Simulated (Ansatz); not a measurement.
# Mo2N(OH)2 MXene monolayer in a perpendicular field, part 2 of 2

Aim: how the Mo2N(OH)2 MXene monolayer screens a field along its normal, and what the field does to its bands. A positive field points along +c.

Ansatz 0.2.0; plane-wave DFT, PBE-D3(BJ), Ansatz PAW.

So far. Step 2 (Relaxing the slab): The lattice constant a goes from 2.953 to 2.806 Å.

### 3. Atoms held, field 0

A sawtooth potential applies the field, turning back in the middle of the vacuum. With the dipole correction the typed value is the field outside the slab. The induced dipole is small, so the SCF threshold is tight.

The cell differs from the one that the last finished run ended in (c 44.152 → 25.717 Å).

Contents of input.yaml:

```yaml
crystal:
  lattice:
    - [2.8061125859, 0.0, 0.0]
    - [-1.4030562929, 2.4301647852, 0.0]
    - [0.0, 0.0, 25.7166000595]
  atoms:
    - { symbol: H, position: [0.3333333333, 0.6666666667, 0.349968502] }
    - { symbol: O, position: [0.3333333333, 0.6666666667, 0.3880169219] }
    - { symbol: Mo, position: [0.6666666667, 0.3333333333, 0.4437383979] }
    - { symbol: "N", position: [0.0, 0.0, 0.5] }
    - { symbol: Mo, position: [0.3333333333, 0.6666666667, 0.5562616021] }
    - { symbol: O, position: [0.6666666667, 0.3333333333, 0.6119830781] }
    - { symbol: H, position: [0.6666666667, 0.3333333333, 0.650031498] }
kpoints:
  mp_grid: { grid: [18, 18, 1] }
  band_path:
    path: [[0, 0, 0], [0.5, 0, 0], [0.33333333, 0.33333333, 0], [0, 0, 0]]
    npoints: 16
hamiltonian:
  xc: pbe
  dispersion: d3bj
scf:
  occupations: { method: fermi_dirac, width: 0.02585 }
  convergence: { dr2_threshold: 1.0e-10 }
efield:
  axis: 3
  dipole_correction: true
  ramp_position: 0.97
  ramp_width: 0.06
  amplitude: 0
output:
  dos: { projected: true, e_range: [-6, 5] }
  write_potential: true
  write_density: true
  volumetric_format: npy
  elf: true
```

Command:

```
$ ansatz run input.yaml --threads 2 --pin off --max-ram 3072MiB --backend cpu --events-out ev --progress --plain --runs-dir out
```

Numbers of over 12 decimals in the logs are rounded to 6 here.

What it wrote:

```text
[...]
Crystal: 7 atoms, lattice volume = 175.370 Å³
Basis set: ecut = 420 eV, 3445 PW (Γ)
Bands: 31, of which v1, the nominal top of the filled ones, is band 24 counted from 1 (23 counted from 0)
Symmetry: 6 space group operations
k-points: 37 of 324 (time reversal used)
[...]
SCF iter   1: F=—  HF=-11463.608337 eV  |F-HF|=—  |Δ(HF+E_count)|=         —  Δρ=7.45e-3  dr2=7.25e-1  ethr=1.77e-3  p=0.000 e·Å  D=6.40e-14 V/Å  ΔV_dip=-0.00 eV  dr2_dipole=3.28e-7  V_vac-E_F(+/−)=1.60/1.60 eV  ⟨swp⟩=8.2  Hψ=5588  notcnv=0  defer=2
efield: sawtooth ramp at fractional position 0.9700 (set: `efield.ramp_position`, or a place that a band, a saddle search or an elastic batch's reference lends), width 0.0600; the density the first Hamiltonian is built on has a dipole p = 0.000 e·Å; the dipole correction subtracts the counter field D = 6.40e-14 V/Å, which shifts the + side's vacuum level by -0.00 eV against the − side's; the planar-averaged density in the ramp window peaks in size at 2.3e-5 e/Å³
[...]
SCF iter   2: F=—  HF=-11463.575169 eV  |F-HF|=—  |Δ(HF+E_count)|=   3.32e-2  Δρ=2.47e-3  dr2=6.27e-2  ethr=1.54e-3  p=-0.000 e·Å  D=-4.18e-6 V/Å  ΔV_dip=0.00 eV  dr2_dipole=7.85e-7  V_vac-E_F(+/−)=1.88/1.88 eV  ⟨swp⟩=2.0  Hψ=1577  notcnv=0  defer=53
[...]
SCF iter  12: F=-11463.571003 eV  HF=-11463.571003 eV  |F-HF|=1.07e-10  |Δ(HF+E_count)|=   1.04e-9  Δρ=9.63e-8  dr2=3.39e-11  ethr=1.00e-12  p=-0.000 e·Å  D=-7.71e-8 V/Å  ΔV_dip=0.00 eV  dr2_dipole=3.65e-14  V_vac-E_F(+/−)=2.32/2.32 eV  ⟨swp⟩=8.8  Hψ=4228  notcnv=0
SCF 1 converged in 12 iterations: F = -11463.571003 eV  dr2 = 3.39e-11
[...]
NSCF: frozen V_eff on 49 k-points
efield: sawtooth ramp at fractional position 0.9700 (kept from the solve that this one continues, or follows in the run), width 0.0600; the density the first Hamiltonian is built on has a dipole p = -0.000 e·Å; the dipole correction subtracts the counter field D = -7.71e-8 V/Å, which shifts the + side's vacuum level by +0.00 eV against the − side's; the planar-averaged density in the ramp window peaks in size at 2.4e-6 e/Å³
[...]
SCF converged after 12 iterations
Free energy (F): -11463.571003 eV
[...]
Internal energy: -11463.565169 eV  (E = F + TS)
E sigma→0 (E₀):  -11463.568086 eV
Entropy (-TS):   -0.005834 eV (-0.833 meV/atom)
Fermi energy:    3.844122 eV
Dipole field:    D = 0.000000 V/Å  (p = 0.000000 e·Å, saw-weighted, corrected)
Work function:   Φ+ = 2.3171 eV   Φ− = 2.3171 eV
Levels:          The Fermi level and band energies are counted from a zero that moves with the ramp; work functions are not
[...]
--- Band table (eV; the first three rows and the last of 37) ---
  k-point 0: bands = [... 20 lower, 0.5296, 2.5034, 2.5473, 2.5473, 3.5820, 3.5820, 3.7033, 3.7332, ... 3 higher]
  k-point 1: bands = [... 20 lower, 0.4571, 2.3132, 2.6186, 2.6615, 3.5176, 3.6439, 3.7638, 3.7981, ... 3 higher]
  k-point 2: bands = [... 20 lower, 0.3047, 1.9877, 2.7764, 2.8291, 3.3453, 3.8190, 3.9154, 4.0444, ... 3 higher]
  k-point 36: bands = [... 20 lower, 2.8344, 3.3689, 3.3689, 3.6972, 4.9248, 4.9248, 6.5601, 6.5601, ... 3 higher]
```

The job ended after 35 s (2 threads of Arm Neoverse N1, shared host; peak memory 0.51 GiB).

Numbers from this step:

```yaml
energy_at_zero_smearing: -11463.5681 eV
work_function_upper_face: 2.317 eV
dipole_along_the_normal: 1.91e-7 e·Å
```

Running mean over a fixed 2.7 Å (it still follows the layers) of the planar mean; the ramp of the sawtooth is left out. The electron's electrostatic potential energy less the Fermi level by z:

```
z (Å)  electron's electrostatic potential energy less the Fermi level (eV)
  3.5                                                                 2.31
  4.0                                                                 2.31
  4.5                                                                 2.30
  5.0                                                                 2.29
  5.5                                                                 2.25
  6.0                                                                 2.19
  6.5                                                                 2.07
  7.0                                                                 1.85
  7.5                                                                 1.34
  8.0                                                                0.571
  8.5                                                               -0.616
  9.0                                                                -2.37
  9.5                                                                -4.41
 10.0                                                                -8.39
 10.5                                                                -12.3
 11.0                                                                -13.9
 11.5                                                                -14.3
 12.0                                                                -14.5
 12.5                                                                -13.6
 13.0                                                                -13.3
 13.5                                                                -14.2
 14.0                                                                -14.4
 14.5                                                                -14.0
 15.0                                                                -13.3
 15.5                                                                -10.3
 16.0                                                                -5.90
 16.5                                                                -3.11
 17.0                                                                -1.38
 17.5                                                                0.191
 18.0                                                                0.963
 18.5                                                                 1.69
 19.0                                                                 2.00
 19.5                                                                 2.15
 20.0                                                                 2.23
 20.5                                                                 2.27
 21.0                                                                 2.30
 21.5                                                                 2.31
 22.0                                                                 2.31
 22.5                                                                 2.31
```

The density of states has structure finer than the step of the table below, so its rows give means over 0.25 eV, whole bins alone (the curve runs from -6 to 1.61 eV). Peaks (eV: height): -5.610: 13.3, -5.200: 5.43, -2.110: 4.49, -1.010: 4.19, -0.820: 3.84, -0.380: 4.22, 1.440: 9.61.

The density of states by energy, zero at the Fermi level; means over each step:

```
energy (eV)  density of states (states/eV a cell)
      -5.75                                  5.75
      -5.50                                  6.16
      -5.25                                  4.02
      -5.00                                  1.17
      -4.75                                  1.32
      -4.50                                  1.05
      -4.25                                 0.938
      -4.00                                  1.16
      -3.75                                  1.47
      -3.50                                  1.89
      -3.25                                  1.45
      -3.00                                 0.937
      -2.75                                 0.689
      -2.50                                  1.39
      -2.25                                  2.55
      -2.00                                  2.47
      -1.75                                  1.59
      -1.50                                  1.03
      -1.25                                  1.84
      -1.00                                  2.79
      -0.75                                  2.21
      -0.50                                  2.18
      -0.25                                  2.30
       0.00                                  2.80
       0.25                                  2.56
       0.50                                  2.56
       0.75                                  2.54
       1.00                                  3.35
       1.25                                  5.06
```

Projected DOS per atom over height of the atomic layer and energy from the Fermi level. Layers: H O Mo N Mo O H from below.

Values in states/eV, 22 rows by 7 columns, each cell a mean:
```
0.16 0.34 2.22 0.13 2.22 0.34 0.16
0.14 0.21 1.55 0.08 1.55 0.21 0.14
0.14 0.12 0.88 0.07 0.88 0.12 0.14
0.15 0.12 0.84 0.08 0.84 0.12 0.15
0.15 0.13 0.89 0.10 0.89 0.13 0.15
0.04 0.10 0.99 0.15 0.99 0.10 0.04
0.03 0.08 0.79 0.17 0.79 0.08 0.03
0.03 0.08 1.05 0.33 1.05 0.08 0.03
0.01 0.08 0.61 0.17 0.61 0.08 0.01
0.01 0.06 0.51 0.14 0.51 0.06 0.01
0.03 0.10 1.01 0.28 1.01 0.10 0.03
0.02 0.07 0.77 0.28 0.77 0.07 0.02
0.01 0.04 0.29 0.13 0.29 0.04 0.01
0.01 0.06 0.35 0.14 0.35 0.06 0.01
0.02 0.17 0.55 0.40 0.55 0.17 0.02
0.00 0.19 0.25 0.56 0.25 0.19 0.00
0.00 0.11 0.22 0.38 0.22 0.11 0.00
0.00 0.09 0.26 0.29 0.26 0.09 0.00
0.00 0.13 0.33 0.34 0.33 0.13 0.00
0.00 0.67 0.36 0.38 0.36 0.67 0.00
0.00 1.90 0.71 0.77 0.71 1.90 0.00
0.00 1.44 0.70 1.11 0.70 1.44 0.00
```
Columns: height of the atomic layer (Å) from 9 to 16.7 (not evenly spaced); rows upwards: energy from the Fermi level (eV) from -5.96 to 1.6.

Electronic bands along the path, in eV, zero at the Fermi level:

```
  point  band 21  band 22  band 23  band 24  band 25  band 26  band 27  band 28
      Γ    -3.31    -1.34    -1.30    -1.30    -0.26    -0.26    -0.14    -0.11
halfway    -3.60    -2.12    -0.72    -0.41     0.12     0.83     1.03     1.25
      M    -3.95    -2.61     1.49     1.62     2.27     2.52     2.80     2.93
halfway    -2.79    -1.81     0.91     1.06     1.45     1.56     2.55     2.63
      K    -1.01    -0.48    -0.48    -0.15     1.08     1.08     2.72     2.72
halfway    -2.34    -2.28    -1.36    -0.83     0.72     1.13     1.38     1.82
      Γ    -3.31    -1.34    -1.30    -1.30    -0.26    -0.26    -0.14    -0.11
```

ELF in the ca plane at fractional y = 0.333, with atoms of Mo and O and H within 0.2 Å of it. It is the smooth field of the valence electrons, not physical close to the nuclei.

Ten even steps from '0' (0.00) to '9' (0.98), each cell a mean:
```
00000000011110000012322575223212213787654100
00000000011110000000115767621112215767898410
00000000011110000000027746721012225636999410
00000000011110000000114767521112214777887310
00000000011110000012321465224312312676543100
00000000011110001235652232256522431232100000
00000000011100001345762222367622552000000000
00000000011110001234651232246522431243110000
```
Columns run along c (16.0 Å, from fractional 0.10 to 0.73 of the cell), rows up along a (2.8 Å). Atoms in or near the plane, at fractional coordinates: Mo at (0.44, 0.67), O at (0.61, 0.67), H at (0.65, 0.67).

Electrostatic potential energy in the ca plane at fractional y = 0.333, with atoms of Mo and O and H within 0.2 Å of it. With pseudopotentials it is smooth inside the atoms' cores, unlike the true potential.

Values in eV, 5 rows by 16 columns, each cell a mean:
```
  5   5 -15 -43  -3   2  -3 -16  -5   4   6   6   6   6   6   6
  6   5 -26 -53  -9   4   1 -42 -39   1   6   6   6   6   6   6
  5   5 -15 -43  -3   2  -3 -16  -5   4   6   6   6   6   6   6
  4   4   1  -5   1  -6 -17   3   5   5   6   6   6   6   6   6
  4   4   0  -5   1  -6 -17   3   5   5   6   6   6   6   6   6
```
Columns run along c (16.0 Å, from fractional 0.32 to 0.94 of the cell; values clipped at the 3rd and 97th percentile), rows up along a (2.8 Å). Atoms in or near the plane, at fractional coordinates: Mo at (0.44, 0.67), O at (0.61, 0.67), H at (0.65, 0.67).

Valence density in the ca plane at fractional y = 0.333, with atoms of Mo and O and H within 0.2 Å of it. It is the smooth field of the valence electrons, not physical close to the nuclei.

Ten steps, logarithmic in the rise over the least value, from '0' (0.0 e/Å³) to '9' (6.7 e/Å³), each cell a mean:
```
00112346787433334445665321000000000000000000
00011258998632233346997642000000000000000000
00011258999632223347998752000000000000000000
00012247998533233346897541000000000000000000
00123345776443344444664321000000000000000000
01134444444444445653332100000000000000000000
01234543343455556653221100000000000000000000
01124444454444445653332110000000000000000000
```
Columns run along c (16.0 Å, from fractional 0.32 to 0.94 of the cell), rows up along a (2.8 Å). Atoms in or near the plane, at fractional coordinates: Mo at (0.44, 0.67), O at (0.61, 0.67), H at (0.65, 0.67).

The work function of the upper face is 2.32 eV.

### 4. Atoms held, field 0.1 V/Å

Changes to input.yaml since step 3:

```diff
@@ -29,5 +29,4 @@
   ramp_width: 0.06
-  amplitude: 0
+  amplitude: 0.1
 output:
-  dos: { projected: true, e_range: [-6, 5] }
   write_potential: true
@@ -35,2 +34 @@
   volumetric_format: npy
-  elf: true
```

What it wrote:

```text
[...]
Crystal: 7 atoms, lattice volume = 175.370 Å³
Basis set: ecut = 420 eV, 3445 PW (Γ)
Bands: 31, of which v1, the nominal top of the filled ones, is band 24 counted from 1 (23 counted from 0)
Symmetry: 6 space group operations
k-points: 37 of 324 (time reversal used)
[...]
k-point 0: bands = [... 20 lower, 0.5276, 2.5016, 2.5455, 2.5455, 3.5803, 3.5803, 3.6835, 3.7471, ... 3 higher]
  k-point 1: bands = [... 20 lower, 0.4551, 2.3114, 2.6169, 2.6598, 3.5158, 3.6422, 3.7469, 3.8092, ... 3 higher]
  k-point 2: bands = [... 20 lower, 0.3029, 1.9859, 2.7746, 2.8274, 3.3435, 3.8173, 3.9089, 4.0450, ... 3 higher]
  k-point 36: bands = [... 20 lower, 2.8326, 3.3657, 3.3687, 3.6953, 4.9219, 4.9241, 6.5553, 6.5613, ... 3 higher]
[key lines of the parts left out:]
SCF converged after 24 iterations
Free energy (F): -11463.573537 eV
Fermi energy:    3.842507 eV
Dipole field:    D = 0.052399 V/Å  (p = 0.050783 e·Å, saw-weighted, corrected)
```

Wall time 50 s (2 threads); peak memory 0.5 GiB.

The dipole is 0.0508 e·Å.

### 5. Atoms held, field -0.1 V/Å

Changes to input.yaml since step 4:

```diff
@@ -29,3 +29,3 @@
   ramp_width: 0.06
-  amplitude: 0.1
+  amplitude: -0.1
 output:
```

What it wrote:

```text
[...]
Crystal: 7 atoms, lattice volume = 175.370 Å³
Basis set: ecut = 420 eV, 3445 PW (Γ)
Bands: 31, of which v1, the nominal top of the filled ones, is band 24 counted from 1 (23 counted from 0)
Symmetry: 6 space group operations
k-points: 37 of 324 (time reversal used)
[...]
k-point 0: bands = [... 20 lower, 0.5276, 2.5016, 2.5455, 2.5455, 3.5803, 3.5803, 3.6835, 3.7471, ... 3 higher]
  k-point 1: bands = [... 20 lower, 0.4551, 2.3114, 2.6169, 2.6598, 3.5158, 3.6422, 3.7469, 3.8092, ... 3 higher]
  k-point 2: bands = [... 20 lower, 0.3029, 1.9859, 2.7746, 2.8274, 3.3435, 3.8173, 3.9089, 4.0450, ... 3 higher]
  k-point 36: bands = [... 20 lower, 2.8326, 3.3657, 3.3687, 3.6953, 4.9219, 4.9241, 6.5553, 6.5613, ... 3 higher]
[key lines of the parts left out:]
SCF converged after 24 iterations
Free energy (F): -11463.573537 eV
Fermi energy:    3.842512 eV
Dipole field:    D = -0.052400 V/Å  (p = -0.050784 e·Å, saw-weighted, corrected)
```

It took 50 s on 2 threads; peak memory 0.5 GiB.

The dipole is -0.0508 e·Å.

### 6. Response, atoms held

This step: plane-wave DFT, PBE-D3(BJ), Ansatz PAW; response to a field along the normal, atoms held (Ansatz 0.2.0).

The dipoles give the slope, and the difference of two potentials shows where the field is screened.

Numbers from this step:

```
equivalent conductor thickness p/(ε₀AE) : 13.48 Å
distance between the outer atoms        : 7.717 Å
```

The dipole of the cell by applied field:

```
applied field (V/Å)  dipole of the cell (e·Å)
            -0.1000                   -0.0508
             0.0000                    1.9e-7
             0.1000                    0.0508
```

Local field over the applied field, running mean. From the potentials at -0.1 and 0.1 V/Å; running mean over 2.5 Å. Local field over applied field against z:

z (Å), local field over applied field and a bar from the least value:
```
        5      0.884 #############################
        6      0.701 ########################
        7      0.370 ##############
        8      0.022 ####
        9     -0.130 
       10     -0.107 #
       11     -0.049 ##
       12     -0.018 ###
       13      0.002 ####
       14     -0.028 ###
       15     -0.062 ##
       16     -0.124 
       17     -0.111 #
       18      0.105 #######
       19      0.476 #################
       20      0.767 ##########################
       21      0.913 ##############################
```

The induced electron density oscillates, so the rows of the table below give means over windows of 0.5 Å about each position, cut where the curve ends. Its maxima inside the range that stand out by 2 % of the span (Å: e/Å³ per V/Å): 7.43: 0.00269, 9.72: 2.4e-4, 10.57: 8.2e-4, 14.57: 9.6e-4, 15.72: 0.00150, 16.57: 0.00122. Its minima: 9.14: -0.00122, 10.00: -0.00150, 11.14: -9.6e-4, 15.14: -8.2e-4, 16.00: -2.3e-4, 18.29: -0.00269.

Electrons, planar mean, per unit field. Table of induced electron density by z; means over each step:

z (Å), induced electron density (e/Å³ per V/Å) and a bar from the least value:
```
      4.5    0.00033 #################
      5.0    0.00054 ##################
      5.5    0.00086 ####################
      6.0    0.00134 ######################
      6.5    0.00193 ##########################
      7.0    0.00246 #############################
      7.5    0.00266 ##############################
      8.0    0.00223 ############################
      8.5    0.00077 ###################
      9.0   -0.00096 #########
      9.5   -0.00027 #############
     10.0   -0.00077 ##########
     10.5    0.00056 ##################
     11.0   -0.00051 ############
     11.5   -0.00056 ############
     12.0   -0.00002 ###############
     12.5    0.00000 ###############
     13.0   -0.00001 ###############
     13.5    0.00001 ###############
     14.0    0.00022 ################
     14.5    0.00081 ###################
     15.0   -0.00031 #############
     15.5    0.00028 ################
     16.0    0.00028 ################
     16.5    0.00092 ####################
     17.0    0.00013 ################
     17.5   -0.00174 #####
     18.0   -0.00257 
     18.5   -0.00260 
     19.0   -0.00218 ##
     19.5   -0.00159 ######
     20.0   -0.00105 #########
     20.5   -0.00066 ###########
     21.0   -0.00040 #############
     21.5   -0.00025 #############
```

By hand: between -0.1 and 0.1 V/Å the dipole changes by 0.1016 e·Å, a slope of 0.5078 e·Å²/V. A perfect conductor of thickness t has p = ε₀AEt, so t = 180.95 × 0.5078 / 6.819 = 13.48 Å (e/ε₀ = 180.95 V·Å, A in Å²).

The induced dipole is that of a conductor 13.48 Å thick.

### 7. What came out

```
gap without field                          : none
work function, upper face                  : 2.32 eV
equivalent conductor thickness, atoms held : 13.5 Å
```

In words: The induced dipole equals that of a perfect conductor 13.48 Å thick, while the outer atoms lie 7.72 Å apart. There is no gap over 0.03 eV, with or without the field. The first relaxation ran with spin and lost its moment, and the later runs have none; other magnetic states were not tried. Spin-orbit coupling is left out, which matters for the bands of elements this heavy. The MXene's terminations sit over the metal atoms of its far layer; the site over carbon or nitrogen, which some compounds prefer, was not run.

[Logs are printed without paths, hosts, clocks, repeated set-up lines and the standing remarks that a program may print on its own settings, such as how far it seeks lower states.]

[Hosts, paths, dates, database ids (printed as entryN), source tags and the programs' standing remarks are cut or masked in the printed files.]

[Maps of the electrostatic potential energy from Ansatz leave out the sawtooth potential of an applied field or a dipole correction, so their vacuum need not be flat; planar profiles and work functions include it.]

[The density of states shown here was stored with 400 of the rows of the run's finer table, so its peaks can read low, often by over a quarter, or be missed, and its means over a window can be off by a tenth or more.]
